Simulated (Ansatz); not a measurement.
## NaGeCl3 (model cell, started as cubic perovskite with Ge in the octahedra): following an unstable mode

Aim: this structure of NaGeCl3 (model cell, started as cubic perovskite with Ge in the octahedra) is to be tested for unstable modes, and one is followed downhill.

Calculated with Ansatz 0.2.0; DFT PBEsol, scalar-relativistic, plane waves, PAW; PAW set soft_1.

The structure was built from a prototype and need not be the compound's stable phase.

## Step 1: The structure

Symmetry: Pm-3m, No. 221, cubic system. The conventional cell has a = 5.127 Å, b = 5.127 Å, c = 5.127 Å, α = 90.00°, β = 90.00°, γ = 90.00°. Nearest to Na lie 12 Cl at 3.63 Å. Nearest to Ge lie 6 Cl at 2.56 Å. Nearest to Cl lie 2 Ge at 2.56 Å. Farther neighbours and most contacts between anions are not listed.

## Step 2: Phonons on a q mesh

The cell comes from relaxations at this level that are not shown. Stability and thermal properties need the whole zone. Linear response on a 2×2×2 q mesh gives force constants as far as a supercell of that size would, and the tensors from the zone-centre run are typed in so that the long-range dipole term is interpolated apart.

input.yaml

```yaml
crystal:
  lattice:
    - [5.1274103071, 0.0, 0.0]
    - [0.0, 5.1274103071, 0.0]
    - [0.0, 0.0, 5.1274103071]
  atoms:
    - { symbol: Na, position: [0.0, 0.0, 0.0] }
    - { symbol: Ge, position: [0.5, 0.5, 0.5] }
    - { symbol: Cl, position: [0.5, 0.5, 0.0] }
    - { symbol: Cl, position: [0.5, 0.0, 0.5] }
    - { symbol: Cl, position: [0.0, 0.5, 0.5] }
kpoints:
  mp_grid: { grid: [12, 12, 12] }
hamiltonian:
  xc: pbesol
  pseudopotentials: { kind: paw, azcp: { folder: soft_1 }, xc_functional: pbe }
scf:
  occupations: { method: fixed }
output:
  eigenvalues: true
phonons:
  method: dfpt
  qmesh: [2, 2, 2]
  temperatures: { t_max: 1000, t_step: 50 }
  qpath:
    path:
      - [[0.0, 0.0, 0.0], [0.0, 0.5, 0.0], [0.5, 0.5, 0.0], [0.0, 0.0, 0.0], [0.5, 0.5, 0.5], [0.0, 0.5, 0.0]]
      - [[0.5, 0.5, 0.5], [0.5, 0.5, 0.0]]
    npoints: 10
  non_analytic_term:
    high_frequency_dielectric_tensor: [[7.5307, 0.0, 0.0], [0.0, 7.5307, 0.0], [0.0, 0.0, 7.5307]]
    born_effective_charges:
      - { species: Na, tensor: [[1.3094, 0.0, 0.0], [0.0, 1.3094, 0.0], [0.0, 0.0, 1.3094]] }
      - { species: Ge, tensor: [[5.0496, 0.0, 0.0], [0.0, 5.0496, 0.0], [0.0, 0.0, 5.0496]] }
      - { species: Cl, tensor: [[-0.545, 0.0, 0.0], [0.0, -0.545, 0.0], [0.0, 0.0, -5.269]] }
      - { species: Cl, tensor: [[-0.545, 0.0, 0.0], [0.0, -5.269, 0.0], [0.0, 0.0, -0.545]] }
      - { species: Cl, tensor: [[-5.269, 0.0, 0.0], [0.0, -0.545, 0.0], [0.0, 0.0, -0.545]] }
    source: "zone-centre run at this cell"
```

Started as:

```
$ ansatz run input.yaml --threads 8 --pin off --max-ram 16384MiB --backend cpu --events-out ev --progress --plain --runs-dir out
```

Numbers of over 12 decimals in the logs are rounded to 6 here.

Output:

```text
Engine: ansatz 0.2.0, aarch64-unknown-linux-gnu
Pseudopotentials: kind: paw
Pseudopotential: Na, paw, valence charge 9, recommended cutoff 420 eV (normal), soft_1/Na.paw.azcp
Pseudopotential: Ge, paw, valence charge 14, recommended cutoff 420 eV (normal), soft_1/Ge.paw.azcp
Pseudopotential: Cl, paw, valence charge 7, recommended cutoff 420 eV (normal), soft_1/Cl.paw.azcp
Functional definition: PBEsol
  exchange = pbesol_x
  correlation = pbesol_c
Crystal: 5 atoms, lattice volume = 134.801 Å³
Basis set: ecut = 420 eV, 2601 PW (Γ), exchange–correlation on 72×72×72 points (8 copies of the dense FFT grid, shifted against one another)
Bands: 27, of which v1, the nominal top of the filled ones, is band 22 counted from 1 (21 counted from 0)
Symmetry: 48 space group operations
k-points: 84 of 1728
Non-local potential: Na, projectors of the file, l = 0: 3, l = 1: 2, l = 2: 1
Non-local potential: Ge, projectors of the file, l = 0: 2, l = 1: 2, l = 2: 3, l = 3: 1
Non-local potential: Cl, projectors of the file, l = 0: 2, l = 1: 2, l = 2: 1
PAW form: soft (Blöchl's): semilocal exchange-correlation on the pseudo side does not see the compensation charge
PAW frozen core: Na, regenerated for the run's functional, and the local potential with it (the file was generated under x = pbe(κ = 0.804, μ = 0.219515), c = pbe(β = 0.066725))
PAW frozen core: Ge, regenerated for the run's functional, and the local potential with it (the file was generated under x = pbe(κ = 0.804, μ = 0.219515), c = pbe(β = 0.066725))
PAW frozen core: Cl, regenerated for the run's functional, and the local potential with it (the file was generated under x = pbe(κ = 0.804, μ = 0.219515), c = pbe(β = 0.066725))
PAW one-centre angular grid: Na, 110 points (default); XC on 64 Gauss nodes
PAW one-centre angular grid: Ge, 590 points (default); XC on 64 Gauss nodes
PAW one-centre angular grid: Cl, 110 points (default); XC on 64 Gauss nodes
Initial density: superposition of atomic densities (chi_scale 0.1, normalization cell, long waves kept (reshape's long-wave potential 0.02 eV rms))
Initial wavefunctions: pseudopotential atomic-orbital guess
Functional: x = pbesol(κ = 0.804, μ = 0.123457), c = pbesol(β = 0.046)
SCF iter   1: F=—  HF=-8918.521809 eV  |F-HF|=—  |Δ(HF+E_count)|=         —  Δρ=5.03e-2  dr2=2.94e0  ethr=3.10e-3  ⟨swp⟩=5.1  Hψ=9374  notcnv=0  defer=214
preconditioner: auto → Resta (q_TF=auto, 2.264 Å⁻¹)  ε∞=3.7  [insulator: Δε(μ)=0.000 eV  Ē_g=9.900 eV  n_scr=26 (ndim 8)  ℏωp=16.3 eV  f_vac=0.027  ε∞_Penn≈3.7]
SCF iter   2: F=—  HF=-8917.357568 eV  |F-HF|=—  |Δ(HF+E_count)|=    1.16e0  Δρ=1.79e-2  dr2=4.79e-1  ethr=3.10e-3  ⟨swp⟩=3.0  Hψ=5292  notcnv=0  defer=217
SCF iter   3: F=—  HF=-8917.171670 eV  |F-HF|=—  |Δ(HF+E_count)|=   1.86e-1  Δρ=6.01e-3  dr2=6.67e-2  ethr=1.09e-3  ⟨swp⟩=2.6  Hψ=4255  notcnv=0  defer=240
SCF iter   4: F=—  HF=-8917.159066 eV  |F-HF|=—  |Δ(HF+E_count)|=   1.26e-2  Δρ=2.19e-3  dr2=8.14e-3  ethr=1.51e-4  ⟨swp⟩=3.0  Hψ=4055  notcnv=0  defer=246
SCF iter   5: F=—  HF=-8917.158062 eV  |F-HF|=—  |Δ(HF+E_count)|=   1.00e-3  Δρ=7.78e-4  dr2=8.99e-4  ethr=1.85e-5  ⟨swp⟩=2.6  Hψ=4198  notcnv=0  defer=248
SCF iter   6: F=—  HF=-8917.158500 eV  |F-HF|=—  |Δ(HF+E_count)|=   4.38e-4  Δρ=1.29e-4  dr2=2.54e-5  ethr=2.04e-6  ⟨swp⟩=2.0  Hψ=3924  notcnv=0  defer=248
SCF iter   7: F=—  HF=-8917.158548 eV  |F-HF|=—  |Δ(HF+E_count)|=   4.79e-5  Δρ=5.59e-5  dr2=4.47e-6  ethr=5.77e-8  ⟨swp⟩=2.0  Hψ=3933  notcnv=0  defer=248
SCF iter   8: F=—  HF=-8917.158546 eV  |F-HF|=—  |Δ(HF+E_count)|=   2.35e-6  Δρ=1.19e-5  dr2=3.26e-7  ethr=1.01e-8  ⟨swp⟩=2.0  Hψ=4045  notcnv=0  defer=205
SCF iter   9: F=—  HF=-8917.158549 eV  |F-HF|=—  |Δ(HF+E_count)|=   3.06e-6  Δρ=3.44e-6  dr2=2.22e-8  ethr=7.41e-10  ⟨swp⟩=2.0  Hψ=4040  notcnv=0  defer=147
SCF iter  10: F=—  HF=-8917.158549 eV  |F-HF|=—  |Δ(HF+E_count)|=   4.12e-8  Δρ=5.99e-7  dr2=6.40e-10  ethr=5.05e-11  ⟨swp⟩=2.0  Hψ=3944  notcnv=0  defer=148
SCF iter  11: F=—  HF=-8917.158549 eV  |F-HF|=—  |Δ(HF+E_count)|=   2.37e-9  Δρ=2.15e-7  dr2=7.36e-11  ethr=1.46e-12  ⟨swp⟩=2.0  Hψ=3920  notcnv=0  defer=148
SCF iter  12: F=-8917.158549 eV  HF=-8917.158549 eV  |F-HF|=3.64e-12  |Δ(HF+E_count)|=  2.76e-10  Δρ=4.74e-8  dr2=5.21e-12  ethr=1.00e-12  ⟨swp⟩=15.4  Hψ=14758  notcnv=0
SCF 1 converged in 12 iterations: F = -8917.158549 eV  dr2 = 5.21e-12
  greatest PAW one-centre occupation: 0.999 electrons in one spin orbital (limit 2), on the Na atom at site 0 (counted from 0), in its partial waves of l = 0
NSCF: frozen V_eff on 84 k-points
NSCF: frozen V_eff on 343 k-points
DFPT response loops at q = (0, 0, 0) (fractional): preconditioner auto → none (the input reference at scf.mixing.eps_inf says where Resta's filter doesn't serve); β = 0.50; Broyden in place of MSR1
NSCF: frozen V_eff on 686 k-points
DFPT response loops at q = (0, 0, -0.5) (fractional): mixed as the last ones told, above
NSCF: frozen V_eff on 686 k-points
DFPT response loops at q = (0, -0.5, -0.5) (fractional): mixed as the last ones told, above
NSCF: frozen V_eff on 686 k-points
DFPT response loops at q = (-0.5, -0.5, -0.5) (fractional): mixed as the last ones told, above
SCF converged after 12 iterations
Free energy (F): -8917.158549 eV
Harris-Foulkes:  -8917.158549 eV  (|F-HF|=3.64e-12)
Internal energy: -8917.158549 eV  (E = F + TS)
E sigma→0 (E₀):  -8917.158549 eV
Fermi energy:    4.571986 eV
--- Per-component energies (eV) ---
  E_band       = -514.014513
  E_kinetic    = 660.773543
  E_local      = -5011.220536  (includes V_loc(G=0)·N_el)
  E_nonlocal   = 585.948506
  E_hartree    = 2046.687214
  E_xc         = -427.101896
  E_vxc        = -460.395837  (∫ρ·V_xc dr)
  E_paw        = -4171.552038  (= ΣΔE_a)
  E_vpaw       = -382.494929  (= ΣTr[D̂ρ^β])
  E_aug_tail   = 0.000331  (compensation charges beyond the density's cutoff)
  E_ewald      = -2601.901603
  E_core_change = 1.207928  (= ΣΔE_core)
  E_smearing   = -0.000000  (= −TS)
  E_closure    = -0.000000  (closes the sum)
  Σ components = -8917.158549   (vs F -8917.158549, Δ=0.00e0)
--- Band table (eV; the first three rows and the last of 84) ---
  k-point 0: bands = [... 18 lower, 0.6925, 0.7739, 0.7739, 0.7739, 5.4119, 9.4622, 9.4622, 9.4705, ... 1 higher]
  k-point 1: bands = [... 18 lower, 0.6807, 0.7632, 0.7632, 0.7768, 5.4892, 9.4169, 9.4478, 9.4478, ... 1 higher]
  k-point 2: bands = [... 18 lower, 0.6490, 0.7508, 0.7508, 0.8157, 5.7097, 9.0408, 9.2681, 9.4112, ... 1 higher]
  k-point 83: bands = [... 18 lower, 1.3479, 1.3479, 1.3479, 4.5720, 4.9197, 4.9197, 4.9197, 6.3794, ... 1 higher]
--- Phonons (Γ-DFPT): 4 representative perturbations + reference (Σ response iterations 12) ---
  ASR residual: 5.850e-5 → 0.000e0 eV/Å²; symmetrization residual: 5.549e-6 eV/Å²
  ASR residual per site (eV/Å²): 5.85e-5 1.68e-5 3.51e-5 3.51e-5 3.51e-5
  Γ frequencies (cm⁻¹): -89.48 -89.48 -89.48 0.00 0.00 0.00 15.84 15.84 15.84 34.58 34.58 34.58 103.34 103.34 103.34
--- Phonons (arbitrary-q DFPT): 4 irreducible q on the 2×2×2 mesh ---
  q = [0.0000, 0.0000, 0.0000] (star 1, of the zone-centre solve; hermiticity 1.78e-5, symmetrization 9.42e-12): -89.48 -89.48 -89.48 -0.00 -0.00 -0.00 15.84 15.84 15.84 34.58 34.58 34.58 103.34 103.34 103.34
  q = [0.0000, 0.0000, -0.5000] (star 3, 9 solved perturbations in 2646 linear systems a pass and spin channel, the states on 343 of 1728 k-point pairs; hermiticity 1.54e-6, symmetrization 2.08e-9): -82.21 -82.21 -20.44 -20.44 42.48 42.48 55.71 64.58 68.07 69.74 69.74 88.06 88.06 185.18 256.58
  q = [0.0000, -0.5000, -0.5000] (star 3, 9 solved perturbations in 2646 linear systems a pass and spin channel, the states on 343 of 1728 k-point pairs; hermiticity 1.73e-6, symmetrization 2.01e-8): -79.42 -79.42 -74.17 -71.02 51.64 57.92 57.92 72.31 73.83 73.83 118.62 186.09 186.09 231.52 262.15
  q = [-0.5000, -0.5000, -0.5000] (star 1, 4 solved perturbations in 931 linear systems a pass and spin channel, the states on 343 of 1728 k-point pairs; hermiticity 7.21e-7, symmetrization 4.06e-10): -83.49 -83.49 -83.49 -74.19 -74.19 -74.19 124.07 124.07 124.07 177.21 177.21 177.21 231.12 231.12 268.96
  sum rule: each row above includes the acoustic sum rule's correction from the zone centre's row sums; it moved no ω² by more than (0.83 cm⁻¹)²
  mesh force constants: q→R imaginary residual 8.03e-18; ASR residual 5.850e-5 → 0.000e0 eV/Å²; symmetrization residual 5.329e-15 eV/Å²
  interpolated dispersion: 63 rows × 15 modes
  density of states and harmonic sums: on the 12×12×12 q-mesh, interpolated from the force constants of a 2×2×2 supercell (with the dipole–dipole term of supplied tensors)
  largest difference from the sums on the solved wave vectors: F 1.01e-1 eV, S 1.12e-4 and C_V 5.68e-5 eV/K
  zero-point energy: 0.075838 eV/cell   skipped modes (ω ≤ 0): 386, of them read as no rigid motion or as one in doubt: 383 (4.624e0 modes/cell left out, lowest -89.48 cm⁻¹)   left out of the sums: 3.08e-1 of the cell's modes: C_V's classical limit lies that fraction below 3 k_B per atom; for a crystal, a wire or a layer, F and S can be off by more, and a phonons.interpolated_qmesh denser along its periods is the remedy for the sampling
```

The job ended after 5 min (8 threads of Arm Neoverse V1, shared host; peak memory 3 GiB).

In the SCF lines HF is the Harris–Foulkes energy and dr2 the Hartree energy of the density residual, in eV; the loop may stop once dr2 is under the threshold and the program's other checks hold. Hψ counts applications of the Hamiltonian.

This step gave:

```yaml
gap_on_the_k_mesh: 0.3477 eV
volume_per_atom: 26.96 Å³
sum_rule_residual_before_enforcement: 5.85e-5 eV/Å²
lowest_frequency_on_the_path: -89.48 cm⁻¹
point_group: m-3m
highest_frequency_on_the_path_or_at_a_solved_wavevector: 269 cm⁻¹
highest_optical_mode_at_the_zone_centre_no_lo_to_term: 103.3 cm⁻¹
lowest_optical_zone_centre_mode: -89.48 cm⁻¹
lowest_mode_on_the_q_mesh_acoustic_modes_at_gamma_apart: -89.48 cm⁻¹
```

Frequencies (cm⁻¹) solved at each irreducible wavevector; negative means imaginary. Frequencies by wavevector, by row:

| q in reciprocal lattice units | star | mode 1 | mode 2 | mode 3 | mode 4 | mode 13 | mode 14 | mode 15 |
| --- | --- | --- | --- | --- | --- | --- | --- | --- |
| 0 0 0 | 1 | -89.5 | -89.5 | -89.5 | 0 | 103.3 | 103.3 | 103.3 |
| 0 0 -0.5 | 3 | -82.2 | -82.2 | -20.4 | -20.4 | 88.1 | 185.2 | 256.6 |
| 0 -0.5 -0.5 | 3 | -79.4 | -79.4 | -74.2 | -71 | 186.1 | 231.5 | 262.1 |
| -0.5 -0.5 -0.5 | 1 | -83.5 | -83.5 | -83.5 | -74.2 | 231.1 | 231.1 | 269 |

Interpolated from a 2×2×2 q mesh, with the LO-TO term (at Γ the limit along the path; where Γ stands inside the path, tables give the limit on arrival). Phonon branches along the path, in cm⁻¹:

| point | branch 1 | branch 2 | branch 3 | branch 4 | branch 12 | branch 13 | branch 14 | branch 15 |
| --- | --- | --- | --- | --- | --- | --- | --- | --- |
| Γ | -90 | -90 | -84 | 0 | 102 | 103 | 103 | 243 |
| halfway | -86 | -86 | -47 | 2 | 98 | 98 | 145 | 250 |
| X | -82 | -82 | -20 | -20 | 88 | 88 | 185 | 257 |
| halfway | -82 | -77 | -54 | -50 | 142 | 176 | 185 | 257 |
| M | -79 | -79 | -74 | -71 | 186 | 186 | 232 | 262 |
| halfway | -82 | -78 | -61 | -34 | 126 | 144 | 166 | 242 |
| Γ | -90 | -90 | -84 | 0 | 102 | 103 | 103 | 243 |
| halfway | -79 | -79 | -66 | -43 | 145 | 167 | 167 | 237 |
| R | -84 | -84 | -84 | -74 | 177 | 231 | 231 | 269 |
| halfway | -80 | -79 | -68 | -56 | 168 | 183 | 184 | 257 |
| X | -82 | -82 | -20 | -20 | 88 | 88 | 185 | 257 |
| jump to R | -84 | -84 | -84 | -74 | 177 | 231 | 231 | 269 |
| halfway | -81 | -81 | -78 | -74 | 182 | 182 | 231 | 263 |
| M | -79 | -79 | -74 | -71 | 186 | 186 | 232 | 262 |

Symmetry leaves 4 wavevectors to solve. The lowest mode among them, the acoustic zeros apart, lies at Γ and is imaginary, 89.5i cm⁻¹, so the energy falls along it.

## Step 3: The mode frozen in, largest atomic shift 0 Å

The mode followed lies at Γ with frequency 89.5i cm⁻¹ and is 3-fold degenerate, the softest among the wavevectors solved. At small amplitude the distorted cell has space group no. 99 by a symmetry search on the positions. The undistorted cell that holds it gives the zero of energy on the same k mesh.

input.yaml, the sections that differ from step 2:

```yaml
scf:
  occupations: { method: gaussian, width: 0.02 }
output:
  forces: true
  stress: true
  eigenvalues: true
# crystal, kpoints, hamiltonian: as in step 2
# phonons: removed
```

Output:

```text
[...]
Crystal: 5 atoms, lattice volume = 134.801 Å³
Basis set: ecut = 420 eV, 2601 PW (Γ), exchange–correlation on 72×72×72 points (8 copies of the dense FFT grid, shifted against one another)
Bands: 27, of which v1, the nominal top of the filled ones, is band 22 counted from 1 (21 counted from 0)
Symmetry: 48 space group operations
[...]
k-points: 84 of 1728
[...]
k-point 0: bands = [... 18 lower, 0.6924, 0.7739, 0.7739, 0.7739, 5.4118, 9.4619, 9.4619, 9.4705, ... 1 higher]
  k-point 1: bands = [... 18 lower, 0.6807, 0.7632, 0.7632, 0.7768, 5.4891, 9.4166, 9.4477, 9.4477, ... 1 higher]
  k-point 2: bands = [... 18 lower, 0.6490, 0.7507, 0.7507, 0.8157, 5.7096, 9.0407, 9.2679, 9.4112, ... 1 higher]
  k-point 83: bands = [... 18 lower, 1.3478, 1.3478, 1.3478, 4.5719, 4.9196, 4.9196, 4.9196, 6.3794, ... 1 higher]
[key lines of the parts left out:]
SCF converged after 9 iterations
Free energy (F): -8917.158549 eV
Fermi energy:    4.745117 eV
P = ⅓ Tr σ = -0.0000 GPa (-0.000 kbar)
```

Elapsed: 2.9 s, on 8 threads; peak memory 0.67 GiB.

This step gave:

```yaml
pressure: -2.60e-5 GPa
energy_from_the_undistorted_cell: 0 meV/atom
```

At this level the gap is 0.35 eV on the k-mesh of the self-consistent run, which can miss the band edges.

## Step 4: The mode frozen in, largest atomic shift 0.6 Å

The atoms are moved along the unstable eigenvector, the largest shift by 0.6 Å, with the cell fixed.

input.yaml, the sections that differ from step 3:

```yaml
crystal:
  lattice:
    - [5.1274103071, 0.0, 0.0]
    - [0.0, 5.1274103071, 0.0]
    - [0.0, 0.0, 5.1274103071]
  atoms:
    - { symbol: Na, position: [0.0, 0.1170181367, 0.0] }
    - { symbol: Ge, position: [0.5, 0.4986810348, 0.5] }
    - { symbol: Cl, position: [0.5, 0.4689844063, 0.0] }
    - { symbol: Cl, position: [0.5, -0.0111542435, 0.5] }
    - { symbol: Cl, position: [0.0, 0.4689844063, 0.5] }
# kpoints, hamiltonian, scf, output: as in step 3
```

Output:

```text
[...]
Crystal: 5 atoms, lattice volume = 134.801 Å³
Basis set: ecut = 420 eV, 2601 PW (Γ), exchange–correlation on 72×72×72 points (8 copies of the dense FFT grid, shifted against one another)
Bands: 27, of which v1, the nominal top of the filled ones, is band 22 counted from 1 (21 counted from 0)
Symmetry: 8 space group operations
[...]
k-point 0: bands = [... 18 lower, 0.5667, 0.6801, 0.7870, 0.7870, 5.6127, 9.1082, 9.1082, 9.2540, ... 1 higher]
  k-point 1: bands = [... 18 lower, 0.5492, 0.6614, 0.7875, 0.7960, 5.6888, 9.0247, 9.0718, 9.3081, ... 1 higher]
  k-point 2: bands = [... 18 lower, 0.5081, 0.6408, 0.7891, 0.8280, 5.9066, 8.6556, 9.0308, 9.3515, ... 1 higher]
  k-point 195: bands = [... 18 lower, 1.1351, 1.3148, 1.3148, 4.2980, 4.8413, 4.8413, 5.0748, 6.6151, ... 1 higher]
[key lines of the parts left out:]
SCF converged after 10 iterations
Free energy (F): -8917.276779 eV
Fermi energy:    4.569406 eV
P = ⅓ Tr σ = 0.3199 GPa (3.199 kbar)
```

Elapsed: 12 s, on 8 threads; peak memory 0.88 GiB; 92 s of CPU time.

This step gave:

```
pressure                         : 0.3199 GPa
gap on the k-mesh                : 0.5432 eV
energy from the undistorted cell : -23.65 meV/atom
```

The energy, extrapolated to zero smearing, is -23.65 meV/atom against the undistorted cell.

The run ends at a pressure of 0.32 GPa, with forces up to 0.24 eV/Å.

## Step 5: Energy along the mode, all amplitudes (two of the runs are shown above)

An imaginary frequency means negative curvature, so the energy should fall and then rise again as anharmonic terms take over.

This step gave:

- depth at the lowest point sampled: 23.65 meV/atom
- largest atomic shift at that point: 0.6 Å

Energy from the parent against largest atomic shift:

| largest atomic shift (Å) | energy from the parent (meV/atom) |
| --- | --- |
| 0.000 | 0 |
| 0.040 | -0.133 |
| 0.080 | -0.531 |
| 0.140 | -1.61 |
| 0.220 | -3.91 |
| 0.320 | -7.99 |
| 0.450 | -14.8 |
| 0.600 | -23.6 |

Displacement at unit largest shift by atom:

| atom | x (Å) | y (Å) | z (Å) | size |
| --- | --- | --- | --- | --- |
| Na1 | 0.00 | 1.00 | 0.00 | 1.00 |
| Ge2 | 0.00 | -0.01 | 0.00 | 0.01 |
| Cl3 | 0.00 | -0.27 | 0.00 | 0.27 |
| Cl4 | 0.00 | -0.10 | 0.00 | 0.10 |
| Cl5 | 0.00 | -0.27 | 0.00 | 0.27 |

The lowest of the steps tried is the last one, at 0.6 Å, 23.6 meV/atom below the parent; the bottom of the well need not coincide with a step.

[end of part 1 of 3]

[Logs are printed without paths, hosts, clocks, repeated set-up lines and the standing remarks that a program may print on its own settings, such as how far it seeks lower states.]

[Hosts, paths, dates, database ids (printed as entryN), source tags and the programs' standing remarks are cut or masked in the printed files.]
